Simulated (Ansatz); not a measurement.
**Au-Pt-Au stack of (111) layers: phonons along a line and the smearing**

Wanted: frequencies of Au-Pt-Au stack of (111) layers solved wavevector by wavevector at several smearings. The first relaxation steps of the session are not shown, so no cell shown is the starting entry, unless a step says so.

Main program and level: Ansatz 0.2.0; DFT PBE, scalar-relativistic, plane waves, PAW; PAW set soft_1.

This is a report of a sequence of runs, with most program output left out.

## 1. The cell after earlier relaxation steps

The cell holds 3 atoms: 2 Au and 1 Pt. Cell: a = 2.790 Å, b = 2.790 Å, c = 32.853 Å, α = 90.0°, β = 90.0°, γ = 120.0°. Vacuum lies along c.

## 2. Relaxing tightly for phonons

Residual forces and stress shift phonon frequencies, so the cell is relaxed again, with tight thresholds and the mesh and smearing of this input. Earlier relaxation steps are not shown.

input.yaml reads:

```yaml
crystal:
  lattice:
    - [2.7901027846, 0.0, 0.0]
    - [-1.3950513923, 2.4162998907, 0.0]
    - [0.0, 0.0, 32.8528545601]
  atoms:
    - { symbol: Au, position: [0.0, 0.0, 0.1612955221] }
    - { symbol: Pt, position: [0.3333333333, 0.6666666667, 0.2363026015] }
    - { symbol: Au, position: [0.6666666667, 0.3333333333, 0.3113096809] }
  periodic: [true, true, false]
kpoints:
  mp_grid: { grid: [12, 12, 1] }
hamiltonian:
  xc: pbe
  pseudopotentials: { kind: paw, azcp: { folder: soft_1 } }
scf:
  occupations: { method: methfessel_paxton, width: 0.2 }
output:
  forces: true
  stress: true
  eigenvalues: true
  write_density: true
  write_potential: true
  elf: true
  volumetric_format: npy
relax:
  adjacent_minimum: "off"
  f_tol: 0.001
  max_steps: 60
  cell: { stress_2d_tol: 0.002 }
```

Run with:

```sh
$ ansatz run input.yaml --threads 4 --pin off --max-ram 12288MiB --backend cpu --events-out ev --progress --plain --runs-dir out
```

Run time: 9.8 s. Hardware: 4 threads of Intel Xeon Gold 6455B (Sapphire Rapids), shared host; peak memory 0.68 GiB; 37 s of CPU time.

Little changed from the start: no atom moved by 0.005 Å and no cell edge by 0.1 %.

This step gave:

```yaml
metallic_on_mesh: yes
gap_on_the_k_mesh: 0 eV
```

Valence density in the ca plane at fractional y = 0.000, with atoms of Au within 0.2 Å of it. It is the smooth field of the valence electrons, not physical close to the nuclei.

Values in e/Å³, 5 rows by 16 columns, each cell a mean:
```
 0  0  0  0  2  8  1  0  0  0  0  0  0  0  0  0
 0  0  0  0  0  1  0  1  1  0  1  0  0  0  0  0
 0  0  0  0  0  0  0  1  1  0  2  0  0  0  0  0
 0  0  0  0  1  3  0  1  0  0  1  0  0  0  0  0
 0  0  0  0  2 11  1  0  0  0  0  0  0  0  0  0
```
Columns run along c (16.0 Å, from fractional 0.00 to 0.49 of the cell), rows up along a (2.8 Å). Atoms in or near the plane, at fractional coordinates: Au at (0.16, 0.00).

Electrostatic potential energy in the ca plane at fractional y = 0.000, with atoms of Au within 0.2 Å of it. With pseudopotentials it is smooth inside the atoms' cores, unlike the true potential.

Ten even steps from '0' (-46 eV) to '9' (0 eV), each cell a mean:
```
99999999999840000589989999998999999999999999
99999999999972003798877899887889999999999999
99999999999987557898645789864689999999999999
99999999999998888997413688742479999999999999
99999999999998778998534788753579999999999999
99999999999984225898767899876789999999999999
99999999999851001689888999988899999999999999
99999999999830000589999999999999999999999999
```
Columns run along c (16.0 Å, from fractional 0.00 to 0.49 of the cell; values clipped at the 3rd and 97th percentile), rows up along a (2.8 Å). Atoms in or near the plane, at fractional coordinates: Au at (0.16, 0.00).

ELF in the ca plane at fractional y = 0.000, with atoms of Au within 0.2 Å of it. It is the smooth field of the valence electrons, not physical close to the nuclei.

Ten even steps from '0' (0.00) to '9' (0.75), each cell a mean:
```
00000000012357886422333211223322100000000000
00000000012345665322333322233332110000000000
00000000001234443223444322344433210000000000
00000000001223322223555432355543210000000000
00000000001233333223455422345543210000000000
00000000012345554323343322234432210000000000
00000000012356776422333221223322100000000000
00000000012457996522333211122322100000000000
```
Columns run along c (16.0 Å, from fractional 0.00 to 0.49 of the cell), rows up along a (2.8 Å). Atoms in or near the plane, at fractional coordinates: Au at (0.16, 0.00).

## 3. Wavevectors along a line: Fermi–Dirac smearing of 0.1 eV

Each wavevector is solved by itself, so no interpolation smooths a dip of the branch.

input.yaml reads:

```yaml
crystal:
  lattice:
    - [2.790499161, 0.0, 0.0]
    - [-1.3952495805, 2.4166431627, 0.0]
    - [0.0, 0.0, 32.8528545601]
  atoms:
    - { symbol: Au, position: [0.0, 0.0, 0.1613645982] }
    - { symbol: Pt, position: [0.3333333333, 0.6666666667, 0.2363026015] }
    - { symbol: Au, position: [0.6666666667, 0.3333333333, 0.3112406048] }
  periodic: [true, true, false]
kpoints:
  mp_grid: { grid: [18, 18, 1] }
hamiltonian:
  xc: pbe
  pseudopotentials: { kind: paw, azcp: { folder: soft_1 } }
scf:
  occupations: { method: fermi_dirac, width: 0.1 }
output:
  eigenvalues: true
phonons:
  method: dfpt
  qpoints:
    - [0, 0, 0]
    - [0.166666667, 0.0, 0.0]
    - [0.333333333, 0.0, 0.0]
    - [0.5, 0.0, 0.0]
```

It took 8.7 min on 4 threads; peak memory 4.5 GiB; 34 min of CPU time.

Each wavevector solved by linear response. The frequency by |q| along the line; 7 of 9 lines:

```
|q| along the line (Å⁻¹)  mode 1 (cm⁻¹)  mode 2 (cm⁻¹)  mode 3 (cm⁻¹)  mode 4 (cm⁻¹)  mode 5 (cm⁻¹)  mode 6 (cm⁻¹)  mode 7 (cm⁻¹)
                   0.000              0              0              0           20.0           20.0           37.4           37.4
                   0.433           19.5           42.9           45.7           54.6           61.7           79.0           87.4
                   0.867           41.8           54.3           72.5           74.1           90.1            101            138
                   1.300           48.5           59.1           84.0           85.0            101            104            154
```

## 4. Wavevectors along a line: Fermi–Dirac smearing of 0.25 eV

Changes to input.yaml since step 3:

```diff
@@ -16,3 +16,3 @@
 scf:
-  occupations: { method: fermi_dirac, width: 0.1 }
+  occupations: { method: fermi_dirac, width: 0.25 }
 output:
```

Wider smearing eases the sum over k-points of a metal but moves the result away from its zero-temperature value.

Wall time 8.8 min (4 threads); peak memory 4.7 GiB.

Each wavevector solved by linear response. Table of frequency by |q| along the line; 7 of 9 lines:

```
|q| along the line (Å⁻¹)  mode 1 (cm⁻¹)  mode 2 (cm⁻¹)  mode 3 (cm⁻¹)  mode 4 (cm⁻¹)  mode 5 (cm⁻¹)  mode 6 (cm⁻¹)  mode 7 (cm⁻¹)
                   0.000              0              0              0           19.9           19.9           38.4           38.4
                   0.433           18.6           42.3           45.7           52.2           61.0           78.3           87.2
                   0.867           39.7           52.4           72.0           74.2           87.6           96.3            137
                   1.300           47.4           57.1           83.6           85.3           95.6           99.9            154
```

Against step 3 (now smearing width 0.25 eV), the free energy moves by -45.6 meV an atom.

## 5. Wavevectors along a line: Fermi–Dirac smearing of 0.04 eV

Changes to input.yaml since step 4:

```diff
@@ -16,3 +16,3 @@
 scf:
-  occupations: { method: fermi_dirac, width: 0.25 }
+  occupations: { method: fermi_dirac, width: 0.04 }
 output:
```

Narrower smearing comes nearer the zero-temperature value but asks more of the mesh.

It took 8.3 min on 4 threads; peak memory 4.4 GiB; 32 min of CPU time.

Each wavevector solved by linear response. Frequency against |q| along the line; 7 of 9 lines:

```
|q| along the line (Å⁻¹)  mode 1 (cm⁻¹)  mode 2 (cm⁻¹)  mode 3 (cm⁻¹)  mode 4 (cm⁻¹)  mode 5 (cm⁻¹)  mode 6 (cm⁻¹)  mode 7 (cm⁻¹)
                   0.000              0              0              0           20.2           20.2           37.4           37.4
                   0.433           19.6           42.8           45.7           54.5           61.1           79.0           87.3
                   0.867           42.0           54.0           72.6           74.1           90.3            102            137
                   1.300           48.5           59.3           83.8           85.0            102            104            153
```

Against step 3 (now smearing width 0.04 eV), the free energy moves by +5.3 meV an atom.

## 6. Wavevectors along a line: Methfessel–Paxton smearing of 0.2 eV

The smearing blurs the Fermi surface that screens the phonons; a Methfessel–Paxton width blurs it less than a thermal one.

Changes to input.yaml since step 5:

```diff
@@ -16,3 +16,3 @@
 scf:
-  occupations: { method: fermi_dirac, width: 0.04 }
+  occupations: { method: methfessel_paxton, width: 0.2 }
 output:
```

Elapsed: 8.9 min, on 4 threads; peak memory 4.5 GiB; 35 min of CPU time.

Each wavevector solved by linear response. The frequency by |q| along the line; 7 of 9 lines:

```
|q| along the line (Å⁻¹)  mode 1 (cm⁻¹)  mode 2 (cm⁻¹)  mode 3 (cm⁻¹)  mode 4 (cm⁻¹)  mode 5 (cm⁻¹)  mode 6 (cm⁻¹)  mode 7 (cm⁻¹)
                   0.000              0              0              0           19.9           19.9           37.3           37.3
                   0.433           19.7           42.9           45.7           54.6           61.3           79.0           87.4
                   0.867           42.0           54.2           72.6           74.1           90.4            102            138
                   1.300           48.6           59.3           83.7           84.9            102            103            154
```

Against step 3 (now occupations Methfessel-Paxton and smearing width 0.2 eV), the free energy moves by +6.2 meV an atom.

## 7. The lowest branch at each setting

The lowest frequency by |q| along the line:

```
|q| along the line (Å⁻¹)  fermi dirac 0.1 eV, k 18x18x1 (cm⁻¹)  fermi dirac 0.25 eV, k 18x18x1 (cm⁻¹)  fermi dirac 0.04 eV, k 18x18x1 (cm⁻¹)  methfessel paxton 0.2 eV, k 18x18x1 (cm⁻¹)
                   0.000                                     0                                      0                                      0                                           0
                   0.433                                  19.5                                   18.6                                   19.6                                        19.7
                   0.867                                  41.8                                   39.7                                   42.0                                        42.0
                   1.300                                  48.5                                   47.4                                   48.5                                        48.6
```

## 8. Outcome

- phonon run of the rows without a label of their own: PBE, k 18×18×1
- lowest branch at the last solved point, Fermi–Dirac 0.1 eV: 48.5 cm⁻¹ at |q| = 1.3 Å⁻¹
- lowest branch at the last solved point, Fermi–Dirac 0.25 eV: 47.4 cm⁻¹ at |q| = 1.3 Å⁻¹
- lowest branch at the last solved point, Fermi–Dirac 0.04 eV: 48.5 cm⁻¹ at |q| = 1.3 Å⁻¹
- lowest branch at the last solved point, Methfessel–Paxton 0.2 eV: 48.6 cm⁻¹ at |q| = 1.3 Å⁻¹

In words: No branch softens by more than 4 % of the top frequency as the smearing narrows, so no anomaly that hangs on the smearing shows at these points. The line holds 4 wavevectors, so a narrow dip between them would be missed. Between Fermi–Dirac 0.25 eV and Fermi–Dirac 0.04 eV the largest change, with modes counted by rank of frequency, is in mode 5 at |q| = 1.3 Å⁻¹, from 95.6 to 102 cm⁻¹. Where branches cross, a count by rank can hide a softening. At the narrowest width the k mesh may not resolve the Fermi surface, so part of the change can be mesh noise. Spin–orbit coupling, left out here, matters for Au and Pt. The structure was built by hand as an ordered model, and its stability against other phases was not tested.

[Logs are printed without paths, hosts, clocks, repeated set-up lines and the standing remarks that a program may print on its own settings, such as how far it seeks lower states.]

[Hosts, paths, dates, database ids (printed as entryN), source tags and the programs' standing remarks are cut or masked in the printed files.]
